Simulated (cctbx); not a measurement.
**Reading a Patterson map**

Space group R3m (no. 160), a = 13.1370 Å, b = 13.1370 Å, c = 7.9560 Å, α = 90.00°, β = 90.00°, γ = 120.00°, content Ga21 Mn9 Sc9 Al39.

Simulated single-crystal data (cctbx): Ag Kα, λ = 0.56087 Å, to d = 0.8 Å, 80 % of the full sphere, strongest reflection 70000 counts, noise from counting, a 1.5 % proportional error and a noise floor of 15 counts (s.d.); no absorption.

Patterson synthesis from sharpened amplitudes, origin scaled to 1000:

```text
Patterson group R -3 m :H
      u       v       w   height  length (A)
  0.000   0.000   0.000   1000.0     0.00
  0.000   0.000   0.363    230.7     2.89
  0.000   0.346   0.000    211.7     4.54
  0.115   0.230   0.489    183.5     4.68
  0.000   0.389   0.000    157.4     5.11
  0.093   0.547   0.507    143.8     7.72
  0.115   0.230   0.110    133.3     2.76
  0.070   0.535   0.251    132.6     6.91
  0.046   0.092   0.332    121.3     2.84
  0.081   0.162   0.253    101.3     2.73
  0.072   0.145   0.775     79.5     2.43
  0.000   0.219   0.000     75.8     2.87
  0.027   0.194   0.170     75.3     2.74
  0.042   0.521   0.511     67.0     7.65
```

**Question.** Which atom pairs make the peaks, and where is the heaviest atom?

A peak at u stands for all pairs with xi − xj = u, with weight Σ ZiZj against Σ Z² = 36366 at the origin. Peak heights follow these weights only roughly, since form factors, motion and series ripples differ, all vectors within 0.55 Å of a peak are counted as merged into it though the farther ones add only part of their weight, and F(000) is left out, which lowers the whole map:

| u | v | w | shortest length (Å) | height | 1000 ΣZiZj/ΣZ² | pairs in the cell |
| --- | --- | --- | --- | --- | --- | --- |
| 0.000 | 0.000 | 0.363 | 2.89 | 231 | 242 | 9 × Ga–Sc, 9 × Mn–Al |
| 0.000 | 0.346 | 0.000 | 4.55 | 212 | 356 | 6 × Ga–Sc, 3 × Ga–Ga, 6 × Mn–Al, 3 × Mn–Mn, 3 × Sc–Sc, 6 × Al–Al |
| 0.115 | 0.230 | 0.489 | 4.69 | 184 | 271 | 6 × Mn–Sc, 6 × Ga–Al, 3 × Ga–Mn, 3 × Ga–Sc |
| 0.000 | 0.389 | 0.000 | 4.85 | 157 | 398 | 9 × Ga–Ga, 15 × Al–Al, 6 × Mn–Al, 3 × Sc–Sc |
| 0.093 | 0.547 | 0.507 | 3.01 | 144 | 161 | 6 × Ga–Mn, 3 × Ga–Al |
| 0.115 | 0.230 | 0.110 | 2.76 | 133 | 232 | 3 × Ga–Ga, 3 × Ga–Mn, 6 × Sc–Al, 3 × Mn–Sc |
| 0.070 | 0.535 | 0.251 | 4.46 | 133 | 275 | 15 × Ga–Al, 9 × Mn–Al, 6 × Al–Al |
| 0.046 | 0.092 | 0.332 | 2.84 | 121 | 134 | 3 × Ga–Ga, 6 × Al–Al, 3 × Mn–Al |
| 0.081 | 0.162 | 0.253 | 2.73 | 101 | 167 | 9 × Ga–Al, 6 × Mn–Al, 3 × Al–Al |
| 0.072 | 0.145 | 0.775 | 2.43 | 80 | 113 | 3 × Ga–Ga, 3 × Ga–Al |

The table stops at ten peaks or at a height of 45, below which ripples compete. In the model behind the data Ga, the heaviest element, has 3 independent sites: (0.7831, 0.2169, 0.5876), (0.7385, 0.2615, 0.2635) and (0, 0, 0.1500), up to an allowed shift of origin; the Ga–Ga vectors are differences of these positions and their symmetry mates. The whole model:

```csv
atom,mult.,x,y,z,Ueq (Å²)
Ga1,9,0.7831,0.2169,0.5876,0.0106
Ga2,9,0.7385,0.2615,0.2635,0.0158
Ga3,3,0,0,0.1500,0.0143
Mn1,9,0.8849,0.1151,0.0976,0.0164
Sc1,9,0.7846,0.2154,0.9553,0.0176
Al1,18,0.0087,0.3932,0.6670,0.0157
Al2,9,0.9259,0.0741,0.4099,0.0229
Al3,9,0.8810,0.1190,0.7596,0.0209
Al4,3,0,0,0.6868,0.0209
```

This is a model crystal, built by substitution and not relaxed, with assumed displacement parameters.

[Logs are printed without paths, hosts, clocks, repeated set-up lines and the standing remarks that a program may print on its own settings, such as how far it seeks lower states.]
